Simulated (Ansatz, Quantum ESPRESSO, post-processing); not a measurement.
# Work-function anisotropy of K, part 2 of 2

Wanted: work functions of K face by face, under two functionals.

Quantum ESPRESSO 7.5; plane-wave DFT, PBE, GBRV ultrasoft pseudopotentials; geometry and cross-check by Ansatz 0.2.0 with PAW datasets.

So far. Step 11 (Potential by pp.x of (100)): On (100) the work function under LDA lies +0.13 eV from PBE's. Step 12 (Geometry from Ansatz of (111)):  Held were the atoms numbered 3, 4, 5, 6 and 7; the forces quoted are those on the free ones.

## (13) SCF with pw.x of (111), PBE

Level of this step: plane-wave DFT, PBE, GBRV ultrasoft pseudopotentials (Quantum ESPRESSO 7.5).

111.pbe.in

```
&control
  prefix = '111.pbe'
  outdir = './out'
  pseudo_dir = './pseudo'
  calculation = 'scf'
  tprnfor = .true.
/
&system
  ibrav = 0
  nat = 9
  ntyp = 1
  ecutwfc = 40
  ecutrho = 200
  occupations = 'smearing'
  smearing = 'mv'
  degauss = 0.02
/
&electrons
  conv_thr = 1e-07
  mixing_beta = 0.4
  electron_maxstep = 120
  mixing_mode = 'local-TF'
/
ATOMIC_SPECIES
  K   39.0983  k_pbe_v1.4.uspp.F.UPF
CELL_PARAMETERS angstrom
  7.39633693121834 0.00000000000000 0.00000000000000
  3.69816846560917 6.40541567738412 0.00000000000000
  0.00000000000000 0.00000000000000 28.07816763140000
ATOMIC_POSITIONS crystal
  K   0.333333333333 0.333333333333 0.288881700940
  K   0.666666666667 0.666666666667 0.341350895721
  K   0.000000000000 0.000000000000 0.392459438700
  K   0.333333333333 0.333333333333 0.446229719300
  K   0.666666666667 0.666666666667 0.500000000000
  K   0.000000000000 0.000000000000 0.553770280700
  K   0.333333333333 0.333333333333 0.607540561300
  K   0.666666666667 0.666666666667 0.658649272755
  K   -0.000000000000 0.000000000000 0.711118465112
K_POINTS automatic
  6 6 1 0 0 0
```

Run with:

```bash
> OMP_NUM_THREADS=1 mpirun -n 4 pw.x -nk 2 -in 111.pbe.in > 111.pbe.out
```

The job ended after 5 min (4 MPI ranks of Arm Neoverse V2, shared host; peak memory 2.2 GiB; 20 min of CPU time).

Read from the output:

```
free energy  : -6977.4625 eV
Fermi energy : -0.148 eV
```

## (14) Electrostatic potential of (111)

111.pbe.pot.in

```
&inputpp
  prefix = '111.pbe'
  outdir = './out'
  filplot = '111.pbe.pot.dat'
  plot_num = 11
/
```

Run with:

```bash
> OMP_NUM_THREADS=1 mpirun -n 4 pp.x -in 111.pbe.pot.in > 111.pbe.pot.out
```

Elapsed: 1.8 s, on 4 MPI ranks; peak memory 0.38 GiB.

Numbers from this step:

| Property | Result |
| --- | --- |
| work function of the upper face | 2.176 eV |
| slope of the potential above | 0.001747 eV/Å |
| upper vacuum line continued to the top atoms, over the Fermi level | 2.167 eV |
| work function of the lower face | 2.176 eV |
| slope of the potential below | -0.001279 eV/Å |
| lower vacuum line continued to the bottom atoms, over the Fermi level | 2.169 eV |

The potential energy, planar mean oscillates, so the rows of the table below give means over windows of 1.52 Å about each position, cut where the curve ends. Its maxima inside the range that stand out by 2 % of the span (Å: eV): 8.9: -0.368, 10.3: -0.373, 11.8: -0.198, 13.3: -0.170, 14.7: -0.170, 16.3: -0.198, 17.8: -0.373, 19.2: -0.368. Its minima: 8.2: -2.26, 9.6: -2.42, 11.0: -2.36, 12.5: -2.34, 14.0: -2.31, 15.6: -2.34, 17.1: -2.36, 18.5: -2.42, 19.9: -2.26.

Electrostatic potential energy of an electron; zero at the Fermi level. Potential energy, planar mean against z; means over each step:

```
z (Å)  potential energy, planar mean (eV)
 0.76                                2.18
 2.28                                2.18
 3.80                                2.17
 5.32                                2.10
 6.84                                1.41
 8.36                               -1.23
 9.88                               -1.39
11.40                               -1.27
12.92                               -1.23
14.44                               -1.22
15.96                               -1.25
17.48                               -1.39
19.00                               -1.39
20.52                              -0.229
22.04                                1.96
23.56                                2.16
25.08                                2.18
26.60                                2.18
```

## (15) Self-consistent run of (111), LDA

Level of this step: plane-wave DFT, LDA, GBRV ultrasoft pseudopotentials (Quantum ESPRESSO 7.5).

111.lda.in, as its differences from the input of step 13:

```diff
@@ -1,3 +1,3 @@
 &control
-  prefix = '111.pbe'
+  prefix = '111.lda'
   outdir = './out'
@@ -24,3 +24,3 @@
 ATOMIC_SPECIES
-  K   39.0983  k_pbe_v1.4.uspp.F.UPF
+  K   39.0983  k_lda_v1.4.uspp.F.UPF
 CELL_PARAMETERS angstrom
```

Run with:

```bash
> OMP_NUM_THREADS=1 mpirun -n 4 pw.x -nk 2 -in 111.lda.in > 111.lda.out
```

It took 4.6 min on 4 MPI ranks; peak memory 2.3 GiB; 18 min of CPU time.

Numbers from this step:

```
free energy  : -6973.9866 eV
Fermi energy : -0.3124 eV
```

## (16) Potential by pp.x of (111)

111.lda.pot.in

```
&inputpp
  prefix = '111.lda'
  outdir = './out'
  filplot = '111.lda.pot.dat'
  plot_num = 11
/
```

Run with:

```bash
> OMP_NUM_THREADS=1 mpirun -n 4 pp.x -in 111.lda.pot.in > 111.lda.pot.out
```

Elapsed: 1.7 s, on 4 MPI ranks; peak memory 0.38 GiB.

This step gave:

* work function of the upper face: 2.309 eV
* slope of the potential above: 0.001506 eV/Å
* upper vacuum line continued to the top atoms, over the Fermi level: 2.301 eV
* work function of the lower face: 2.309 eV
* slope of the potential below: -0.001100 eV/Å
* lower vacuum line continued to the bottom atoms, over the Fermi level: 2.303 eV

On (111) the work function under LDA lies +0.13 eV from PBE's.

## (17) The series side by side

All levels:

```
     level  work function (eV)  Ansatz, PBE (eV)  CPU time (s)
(110), PBE               2.367             2.389          1226
(110), LDA               2.501                 -          1282
(100), PBE               2.205             2.242         388.4
(100), LDA               2.333                 -         449.6
(111), PBE               2.176             2.212          1187
(111), LDA               2.309                 -          1104
```

## (18) Worked from the printed numbers

For (110) under PBE, on the run's own zero: φ = 2.953 − (0.586) = 2.367 eV.

## (19) Outcome

* work function of (110), PBE: 2.37 eV
* work function of (110), LDA: 2.50 eV
* work function of (100), PBE: 2.20 eV
* work function of (100), LDA: 2.33 eV
* work function of (111), PBE: 2.18 eV
* work function of (111), LDA: 2.31 eV

What this shows: Under PBE the work functions are 2.37 eV on (110), 2.20 eV on (100) and 2.18 eV on (111). In order of packing, from 19.34 to 47.38 Å² an atom, the faces are (110), (100) and (111). The work function falls in the same order, as Smoluchowski's picture of charge smoothing over rough faces expects, though faces within 0.08 eV of each other are not told apart by these slabs. LDA lies +0.13 to +0.13 eV from PBE on the same atoms, nearly a rigid shift. The top two spacings change by -0.0 and -0.0 % on (110), +4.1 and +2.4 % on (100) and -2.4 and -4.9 % on (111). Ansatz, with Fermi-Dirac smearing and its own datasets, agrees within 0.04 eV under PBE. The slabs are thin and unreconstructed, at the tabulated lattice constant; thickness and mesh leave some 0.05 to 0.1 eV open.

Comparison with the measured values:

```
                                                                     quantity  measured       (110), PBE       (100), PBE       (111), PBE
work function, loosely compared (polycrystalline sample, no single face) (eV)      2.29  2.37 (+0.08 eV)  2.20 (-0.09 eV)  2.18 (-0.11 eV)
```

Measured values from arxiv:1902.07811 (2019).

How well it matches: A polycrystal averages over faces, so this is a loose comparison.

[Logs are printed without paths, hosts, clocks, repeated set-up lines and the standing remarks that a program may print on its own settings, such as how far it seeks lower states.]

[Hosts, paths, dates, database ids (printed as entryN), source tags and the programs' standing remarks are cut or masked in the printed files.]

[Maps of the electrostatic potential energy from Ansatz leave out the sawtooth potential of an applied field or a dipole correction, so their vacuum need not be flat; planar profiles and work functions include it.]
